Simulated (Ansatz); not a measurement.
# F on Zr(0001): change of the work function, part 2 of 4

Aim: the work function of Zr(0001) at several coverages of F (fcc site), and the dipole that each adsorbate carries.

Ansatz 0.2.0; plane-wave DFT, PBE, Ansatz PAW.

So far, work function, upper face (eV): step 2 (the clean slab) 4.17.

### 3. The covered slab, k-mesh 4×4×1, coverage 0.111 ML

System of this step: F/Zr(0001). The cell holds 37 atoms: 36 Zr and 1 F. Its edges and angles: a = 9.690 Å, b = 9.690 Å, c = 27.179 Å, α = 90.0°, β = 90.0°, γ = 60.0°. Vacuum lies along c.

The clean slab as it ended is repeated in the plane and the adsorbate is set on one face; the cell's size fixes the coverage, and the k-mesh shrinks with it to keep the sampling density about even. Adsorbate and upper layers relax, since the dipole depends on the height.

Input file input.yaml:

```yaml
crystal:
  lattice:
    - [9.69, 0.0, 0.0]
    - [4.845, 8.3917861626, 0.0]
    - [0.0, 0.0, 27.1787878942]
  atoms:
    - { symbol: Zr, position: [0.2222222222, 0.2222222222, 0.3311405952] }
    - { symbol: Zr, position: [0.0, 0.0, 0.42579879] }
    - { symbol: Zr, position: [0.2222222222, 0.2222222222, 0.5241204666] }
    - { symbol: Zr, position: [0.0, 0.0, 0.6138836777] }
    - { symbol: Zr, position: [0.2222222222, 0.5555555556, 0.3311405952] }
    - { symbol: Zr, position: [0.0, 0.3333333333, 0.42579879] }
    - { symbol: Zr, position: [0.2222222222, 0.5555555556, 0.5241204666] }
    - { symbol: Zr, position: [0.0, 0.3333333333, 0.6138836777] }
    - { symbol: Zr, position: [0.2222222222, 0.8888888889, 0.3311405952] }
    - { symbol: Zr, position: [0.0, 0.6666666667, 0.42579879] }
    - { symbol: Zr, position: [0.2222222222, 0.8888888889, 0.5241204666] }
    - { symbol: Zr, position: [0.0, 0.6666666667, 0.6138836777] }
    - { symbol: Zr, position: [0.5555555556, 0.2222222222, 0.3311405952] }
    - { symbol: Zr, position: [0.3333333333, 0.0, 0.42579879] }
    - { symbol: Zr, position: [0.5555555556, 0.2222222222, 0.5241204666] }
    - { symbol: Zr, position: [0.3333333333, 0.0, 0.6138836777] }
    - { symbol: Zr, position: [0.5555555556, 0.5555555556, 0.3311405952] }
    - { symbol: Zr, position: [0.3333333333, 0.3333333333, 0.42579879] }
    - { symbol: Zr, position: [0.5555555556, 0.5555555556, 0.5241204666] }
    - { symbol: Zr, position: [0.3333333333, 0.3333333333, 0.6138836777] }
    - { symbol: Zr, position: [0.5555555556, 0.8888888889, 0.3311405952] }
    - { symbol: Zr, position: [0.3333333333, 0.6666666667, 0.42579879] }
    - { symbol: Zr, position: [0.5555555556, 0.8888888889, 0.5241204666] }
    - { symbol: Zr, position: [0.3333333333, 0.6666666667, 0.6138836777] }
    - { symbol: Zr, position: [0.8888888889, 0.2222222222, 0.3311405952] }
    - { symbol: Zr, position: [0.6666666667, 0.0, 0.42579879] }
    - { symbol: Zr, position: [0.8888888889, 0.2222222222, 0.5241204666] }
    - { symbol: Zr, position: [0.6666666667, 0.0, 0.6138836777] }
    - { symbol: Zr, position: [0.8888888889, 0.5555555556, 0.3311405952] }
    - { symbol: Zr, position: [0.6666666667, 0.3333333333, 0.42579879] }
    - { symbol: Zr, position: [0.8888888889, 0.5555555556, 0.5241204666] }
    - { symbol: Zr, position: [0.6666666667, 0.3333333333, 0.6138836777] }
    - { symbol: Zr, position: [0.8888888889, 0.8888888889, 0.3311405952] }
    - { symbol: Zr, position: [0.6666666667, 0.6666666667, 0.42579879] }
    - { symbol: Zr, position: [0.8888888889, 0.8888888889, 0.5241204666] }
    - { symbol: Zr, position: [0.6666666667, 0.6666666667, 0.6138836777] }
    - { symbol: F, position: [0.1111111111, 0.1111111111, 0.6688594048] }
kpoints:
  mp_grid: { grid: [4, 4, 1] }
hamiltonian:
  xc: pbe
scf:
  occupations: { method: fermi_dirac, width: 0.1 }
  convergence: { dr2_threshold: 1.0e-08 }
efield:
  axis: 3
  dipole_correction: true
  ramp_position: 0.97
  ramp_width: 0.06
relax:
  f_tol: 0.02
  max_steps: 60
  constraints:
    - { sites: [0, 1, 4, 5, 8, 9, 12, 13, 16, 17, 20, 21, 24, 25, 28, 29, 32, 33] }
output:
  write_potential: true
  write_density: true
  volumetric_format: npy
```

Started as:

```sh
ansatz run input.yaml --threads 4 --pin off --max-ram 16384MiB --backend cpu --events-out ev --progress --plain --runs-dir out
```

Numbers of over 12 decimals in the logs are rounded to 6 here.

Log:

```text
[...]
Crystal: 37 atoms, lattice volume = 2210.081 Å³
Basis set: ecut = 420 eV, 43135 PW (Γ), exchange–correlation on 144×144×384 points (8 copies of the dense FFT grid, shifted against one another)
Bands: 264, of which v1, the nominal top of the filled ones, is band 220 counted from 1 (219 counted from 0)
Symmetry: 6 space group operations
[...]
k-points: 4 of 16 (time reversal used)
[...]
SCF iter   1: F=—  HF=-151413.109274 eV  |F-HF|=—  |Δ(HF+E_count)|=         —  Δρ=5.08e-3  dr2=7.08e0  ethr=1.77e-3  p=0.033 e·Å  D=2.66e-3 V/Å  ΔV_dip=-0.07 eV  dr2_dipole=4.23e-1  V_vac-E_F(+/−)=4.03/4.10 eV  ⟨swp⟩=10.2  Hψ=5121  notcnv=0
[...]
SCF iter  10: F=-151412.943242 eV  HF=-151412.943242 eV  |F-HF|=3.23e-9  |Δ(HF+E_count)|=   6.94e-8  Δρ=2.13e-7  dr2=3.06e-9  ethr=2.28e-12  p=0.015 e·Å  D=1.25e-3 V/Å  ΔV_dip=-0.03 eV  dr2_dipole=2.03e-10  V_vac-E_F(+/−)=4.14/4.18 eV  ⟨swp⟩=11.8  Hψ=8375  notcnv=0
SCF 1 converged in 10 iterations: F = -151412.943242 eV  dr2 = 3.06e-9
[...]
relax step   1: F+E_penalty+E_count = -151412.94324248 eV  Δ(F+E_penalty+E_count) = +0.000e0 eV  max|allowed force component| = 1.316e0 eV/Å  Δτ_max = 0.0000 Å  (10 SCF iters, accepted)
[...]
SCF iter   9: F=-151413.131813 eV  HF=-151413.131812 eV  |F-HF|=2.66e-8  |Δ(HF+E_count)|=   9.12e-8  Δρ=4.77e-7  dr2=6.08e-9  ethr=2.28e-12  p=0.057 e·Å  D=4.67e-3 V/Å  ΔV_dip=-0.13 eV  dr2_dipole=1.84e-11  V_vac-E_F(+/−)=4.05/4.18 eV  ⟨swp⟩=11.2  Hψ=9971  notcnv=0
SCF 2 converged in 9 iterations: F = -151413.131813 eV  dr2 = 6.08e-9
[...]
relax step   2: F+E_penalty+E_count = -151413.13181251 eV  Δ(F+E_penalty+E_count) = -1.886e-1 eV  max|allowed force component| = 3.921e-1 eV/Å  Δτ_max = 0.1948 Å  (9 SCF iters, accepted)
SCF iter   1: F=—  HF=-151413.197270 eV  |F-HF|=—  |Δ(HF+E_count)|=         —  Δρ=1.61e-3  dr2=5.75e-1  ethr=4.44e-4  p=0.057 e·Å  D=4.67e-3 V/Å  ΔV_dip=-0.13 eV  dr2_dipole=1.01e-1  V_vac-E_F(+/−)=4.05/4.18 eV  ⟨swp⟩=2.8  Hψ=1758  notcnv=0
[...]
SCF iter   9: F=-151413.166386 eV  HF=-151413.166386 eV  |F-HF|=1.11e-8  |Δ(HF+E_count)|=   5.19e-8  Δρ=3.55e-7  dr2=6.07e-9  ethr=2.28e-12  p=0.064 e·Å  D=5.24e-3 V/Å  ΔV_dip=-0.14 eV  dr2_dipole=4.95e-12  V_vac-E_F(+/−)=4.04/4.18 eV  ⟨swp⟩=10.0  Hψ=8711  notcnv=0
SCF 3 converged in 9 iterations: F = -151413.166386 eV  dr2 = 6.07e-9
[...]
relax step   3: F+E_penalty+E_count = -151413.16638606 eV  Δ(F+E_penalty+E_count) = -3.457e-2 eV  max|allowed force component| = 1.546e-1 eV/Å  Δτ_max = 0.0580 Å  (9 SCF iters, accepted)
[...]
relax step   4: F+E_penalty+E_count = -151413.16997049 eV  Δ(F+E_penalty+E_count) = -3.584e-3 eV  max|allowed force component| = 2.583e-2 eV/Å  Δτ_max = 0.0102 Å  (8 SCF iters, accepted)
SCF iter   1: F=—  HF=-151413.171269 eV  |F-HF|=—  |Δ(HF+E_count)|=         —  Δρ=2.72e-4  dr2=1.07e-2  ethr=2.30e-5  p=0.061 e·Å  D=4.98e-3 V/Å  ΔV_dip=-0.14 eV  dr2_dipole=3.53e-4  V_vac-E_F(+/−)=4.04/4.18 eV  ⟨swp⟩=2.0  Hψ=1665  notcnv=0
[...]
SCF iter   7: F=-151413.170579 eV  HF=-151413.170579 eV  |F-HF|=1.03e-8  |Δ(HF+E_count)|=   4.55e-8  Δρ=5.50e-7  dr2=9.73e-9  ethr=2.28e-12  p=0.061 e·Å  D=4.96e-3 V/Å  ΔV_dip=-0.13 eV  dr2_dipole=1.70e-10  V_vac-E_F(+/−)=4.04/4.18 eV  ⟨swp⟩=12.0  Hψ=8252  notcnv=0
SCF 5 converged in 7 iterations: F = -151413.170579 eV  dr2 = 9.73e-9
relax step   5: F+E_penalty+E_count = -151413.17057933 eV  Δ(F+E_penalty+E_count) = -6.088e-4 eV  max|allowed force component| = 5.896e-3 eV/Å  Δτ_max = 0.0069 Å  (7 SCF iters, accepted)
NSCF: frozen V_eff on 4 k-points
the search or the solves at the SCF's close seem to have found levels that the self-consistency loop had missed (the run counts 1). By its estimate they hold 2.39e-7 electrons. The energies and the density leave them out; if the run goes on with those levels, later outputs use occupations computed again with them
SCF converged after 7 iterations
Free energy (F): -151413.170579 eV
[...]
Internal energy: -151411.217963 eV  (E = F + TS)
E sigma→0 (E₀):  -151412.194271 eV
Entropy (-TS):   -1.952617 eV (-52.773 meV/atom)
Fermi energy:    2.903868 eV
Dipole field:    D = 0.004957 V/Å  (p = 0.060548 e·Å, saw-weighted, corrected)
Work function:   Φ+ = 4.0426 eV   Φ− = 4.1774 eV
[...]
--- Forces (eV/Å), atoms counted from 1 ---
  atom   1  Zr     0.01660945     0.00958947     0.46591112
  atom   2  Zr     0.00495906     0.00286312    -0.37349998
  atom   3  Zr     0.00269086     0.00155357    -0.00028421
  atom   4  Zr     0.00033816     0.00019523    -0.00135659
  atom   5  Zr    -0.00372298     0.00214946     0.45018485
  atom   6  Zr     0.00000000    -0.00572623    -0.37349998
  atom   7  Zr    -0.00123608     0.00071365    -0.00225343
  atom   8  Zr     0.00000000    -0.00039047    -0.00135659
  atom   9  Zr    -0.00000000    -0.01917895     0.46591112
  atom  10  Zr     0.00542069    -0.00312963    -0.54295500
  atom  11  Zr     0.00000000    -0.00310713    -0.00028421
  atom  12  Zr     0.00292667    -0.00168971     0.00111385
  atom  13  Zr    -0.00000000    -0.00429893     0.45018485
  atom  14  Zr    -0.00495906     0.00286312    -0.37349998
  atom  15  Zr     0.00000000    -0.00142730    -0.00225343
  atom  16  Zr    -0.00033816     0.00019523    -0.00135659
  atom  17  Zr     0.00372298     0.00214946     0.45018485
  atom  18  Zr    -0.03453789    -0.01994046    -0.43528318
  atom  19  Zr     0.00123608     0.00071365    -0.00225343
  atom  20  Zr     0.00221230     0.00127727     0.00200068
  atom  21  Zr    -0.00909443     0.00525067     0.43642643
  atom  22  Zr     0.00000000     0.03988092    -0.43528318
  atom  23  Zr     0.00510579    -0.00294783     0.00080297
  atom  24  Zr     0.00000000    -0.00255455     0.00200068
  atom  25  Zr    -0.01660945     0.00958947     0.46591112
  atom  26  Zr    -0.00000000     0.00625927    -0.54295500
  atom  27  Zr    -0.00269086     0.00155357    -0.00028421
  atom  28  Zr     0.00000000     0.00337942     0.00111385
  atom  29  Zr     0.00000000    -0.01050135     0.43642643
  atom  30  Zr     0.03453789    -0.01994046    -0.43528318
  atom  31  Zr    -0.00000000     0.00589566     0.00080297
  atom  32  Zr    -0.00221230     0.00127727     0.00200068
  atom  33  Zr     0.00909443     0.00525067     0.43642643
  atom  34  Zr    -0.00542069    -0.00312963    -0.54295500
  atom  35  Zr    -0.00510579    -0.00294783     0.00080297
  atom  36  Zr    -0.00292667    -0.00168971     0.00111385
  atom  37  F     -0.00000000    -0.00000000    -0.00237137
  max |Σ_I F_I| component: 5.11e-5 eV/Å
--- Band table (eV) ---
  k-point 0: bands = [... 216 lower, 2.9679, 2.9719, 2.9719, 2.9999, 3.0084, 3.0234, 3.0416, 3.0416, ... 40 higher]
  k-point 1: bands = [... 216 lower, 2.8045, 2.8611, 2.9010, 2.9055, 2.9444, 2.9638, 3.0259, 3.1049, ... 40 higher]
  k-point 2: bands = [... 216 lower, 2.7948, 2.8077, 2.8582, 2.9340, 2.9353, 2.9476, 2.9497, 3.0169, ... 40 higher]
  k-point 3: bands = [... 216 lower, 2.7530, 2.8003, 2.8566, 2.8702, 2.9001, 2.9240, 2.9488, 2.9629, ... 40 higher]
--- Relaxed structure (5 steps of the walk, 5 accepted, 0 SCFs on fresh bases) ---
  F+E_penalty+E_count = -151413.17057933 eV   max|allowed force component| = 5.896e-3 eV/Å
  atoms:
    - { symbol: Zr, position: [0.222222, 0.222222, 0.3311405952] }
    - { symbol: Zr, position: [1.1111101403313757e-11, 1.1111101403313758e-11, 0.42579879] }
    - { symbol: Zr, position: [0.221027, 0.221027, 0.525745] }
    - { symbol: Zr, position: [-0.00242536, -0.00242536, 0.615686] }
    - { symbol: Zr, position: [0.222222, 0.555556, 0.3311405952] }
    - { symbol: Zr, position: [1.1111084274872951e-11, 0.333333, 0.42579879] }
    - { symbol: Zr, position: [0.220770, 0.556281, 0.523192] }
    - { symbol: Zr, position: [-0.00242536, 0.338184, 0.615686] }
    - { symbol: Zr, position: [0.222222, 0.888889, 0.3311405952] }
    - { symbol: Zr, position: [-2.2222279572048365e-11, 0.666667, 0.42579879] }
    - { symbol: Zr, position: [0.221027, 0.891279, 0.525745] }
    - { symbol: Zr, position: [0.000496555, 0.666418, 0.613458] }
    - { symbol: Zr, position: [0.555556, 0.222222, 0.3311405952] }
    - { symbol: Zr, position: [0.333333, 1.1111101403313758e-11, 0.42579879] }
    - { symbol: Zr, position: [0.556281, 0.220770, 0.523192] }
    - { symbol: Zr, position: [0.338184, -0.00242536, 0.615686] }
    - { symbol: Zr, position: [0.555556, 0.555556, 0.3311405952] }
    - { symbol: Zr, position: [0.333333, 0.333333, 0.42579879] }
    - { symbol: Zr, position: [0.556281, 0.556281, 0.523192] }
    - { symbol: Zr, position: [0.335896, 0.335896, 0.613128] }
    - { symbol: Zr, position: [0.555556, 0.888889, 0.3311405952] }
    - { symbol: Zr, position: [0.333333, 0.666667, 0.42579879] }
    - { symbol: Zr, position: [0.556037, 0.888648, 0.523392] }
    - { symbol: Zr, position: [0.335896, 0.661541, 0.613128] }
    - { symbol: Zr, position: [0.888889, 0.222222, 0.3311405952] }
    - { symbol: Zr, position: [0.666667, -2.2222234688031943e-11, 0.42579879] }
    - { symbol: Zr, position: [0.891279, 0.221027, 0.525745] }
    - { symbol: Zr, position: [0.666418, 0.000496555, 0.613458] }
    - { symbol: Zr, position: [0.888889, 0.555556, 0.3311405952] }
    - { symbol: Zr, position: [0.666667, 0.333333, 0.42579879] }
    - { symbol: Zr, position: [0.888648, 0.556037, 0.523392] }
    - { symbol: Zr, position: [0.661541, 0.335896, 0.613128] }
    - { symbol: Zr, position: [0.888889, 0.888889, 0.3311405952] }
    - { symbol: Zr, position: [0.666667, 0.666667, 0.42579879] }
    - { symbol: Zr, position: [0.888648, 0.888648, 0.523392] }
    - { symbol: Zr, position: [0.666418, 0.666418, 0.613458] }
    - { symbol: F, position: [0.111111, 0.111111, 0.660537] }
```

Run time: 11 min. Hardware: 4 threads of Arm Neoverse V1, shared host; peak memory 9.4 GiB.

This run has no spin polarisation although its electron count is odd.

Relaxation path:

```tsv
step	energy less that of the first step (eV)	largest force component (eV/Å)
1	0.0000	1.3156
2	-0.1886	0.3921
3	-0.2231	0.1546
4	-0.2267	0.0258
5	-0.2273	0.0059
```

Forces are held to the 6 operations that the run works with; a distortion that breaks them can't arise in this run.

The atoms that moved most (Å):

```tsv
atom	dx	dy	dz	length
F37	0.000	0.000	-0.226	0.226
Zr4	-0.035	-0.020	0.049	0.064
Zr16	0.035	-0.020	0.049	0.064
Zr8	0.000	0.041	0.049	0.064
Zr27	0.017	-0.010	0.044	0.048
Zr3	-0.017	-0.010	0.044	0.048
Zr11	0.000	0.020	0.044	0.048
Zr32	-0.037	0.022	-0.021	0.048
```

Final coordinates:

```xyz
37
Lattice="9.6900 0.0000 0.0000 4.8450 8.3918 0.0000 0.0000 0.0000 27.1788" Properties=species:S:1:pos:R:3
Zr    3.2300    1.8648    9.0000
Zr    0.0000    0.0000   11.5727
Zr    3.2126    1.8548   14.2891
Zr   -0.0353   -0.0204   16.7336
Zr    4.8450    4.6621    9.0000
Zr    1.6150    2.7973   11.5727
Zr    4.8344    4.6682   14.2197
Zr    1.6150    2.8380   16.7336
Zr    6.4600    7.4594    9.0000
Zr    3.2300    5.5945   11.5727
Zr    6.4600    7.4794   14.2891
Zr    3.2336    5.5924   16.6730
Zr    6.4600    1.8648    9.0000
Zr    3.2300    0.0000   11.5727
Zr    6.4600    1.8527   14.2197
Zr    3.2653   -0.0204   16.7336
Zr    8.0750    4.6621    9.0000
Zr    4.8450    2.7973   11.5727
Zr    8.0856    4.6682   14.2197
Zr    4.8823    2.8188   16.6641
Zr    9.6900    7.4594    9.0000
Zr    6.4600    5.5945   11.5727
Zr    9.6935    7.4573   14.2252
Zr    6.4600    5.5515   16.6641
Zr    9.6900    1.8648    9.0000
Zr    6.4600    0.0000   11.5727
Zr    9.7074    1.8548   14.2891
Zr    6.4600    0.0042   16.6730
Zr   11.3050    4.6621    9.0000
Zr    8.0750    2.7973   11.5727
Zr   11.3050    4.6661   14.2252
Zr    8.0377    2.8188   16.6641
Zr   12.9200    7.4594    9.0000
Zr    9.6900    5.5945   11.5727
Zr   12.9165    7.4573   14.2252
Zr    9.6864    5.5924   16.6730
F     1.6150    0.9324   17.9526
```

This step gave:

| Property | Result |
| --- | --- |
| energy at zero smearing | -151412.1943 eV |
| work function, upper face | 4.043 eV |
| work function, lower face | 4.177 eV |
| dipole along the normal | 0.06055 e·Å |
| step between the vacuum levels | -0.1347 eV |

Running mean over 2.573 Å of the planar mean; the ramp of the sawtooth is left out. The electron's electrostatic potential energy less the Fermi level by z:

```tsv
z (Å)	electron's electrostatic potential energy less the Fermi level (eV)
3.5	4.18
4.0	4.17
4.5	4.17
5.0	4.15
5.5	4.09
6.0	3.91
6.5	3.44
7.0	2.12
7.5	-0.997
8.0	-5.12
8.5	-7.76
9.0	-8.44
9.5	-8.43
10.0	-8.32
10.5	-8.28
11.0	-8.29
11.5	-8.29
12.0	-8.16
12.5	-7.78
13.0	-7.60
13.5	-7.91
14.0	-8.23
14.5	-8.48
15.0	-8.98
15.5	-9.29
16.0	-9.03
16.5	-8.76
17.0	-8.46
17.5	-6.72
18.0	-2.95
18.5	0.806
19.0	2.77
19.5	3.60
20.0	3.91
20.5	4.00
21.0	4.03
21.5	4.04
22.0	4.04
22.5	4.04
23.0	4.04
23.5	4.04
24.0	4.04
```

The relaxation took 5 steps and lowered the energy by 0.23 eV; the largest force on the free atoms ends at 0.0059 eV/Å.

The covered face has 4.04 eV, -0.12 eV against the clean one; the bare back face has moved by -0.00 eV, a measure of how thin the slab is.

(Continued in part 3 of 4.)

[Logs are printed without paths, hosts, clocks, repeated set-up lines and the standing remarks that a program may print on its own settings, such as how far it seeks lower states.]

[Hosts, paths, dates, database ids (printed as entryN), source tags and the programs' standing remarks are cut or masked in the printed files.]

[Maps of the electrostatic potential energy from Ansatz leave out the sawtooth potential of an applied field or a dipole correction, so their vacuum need not be flat; planar profiles and work functions include it.]
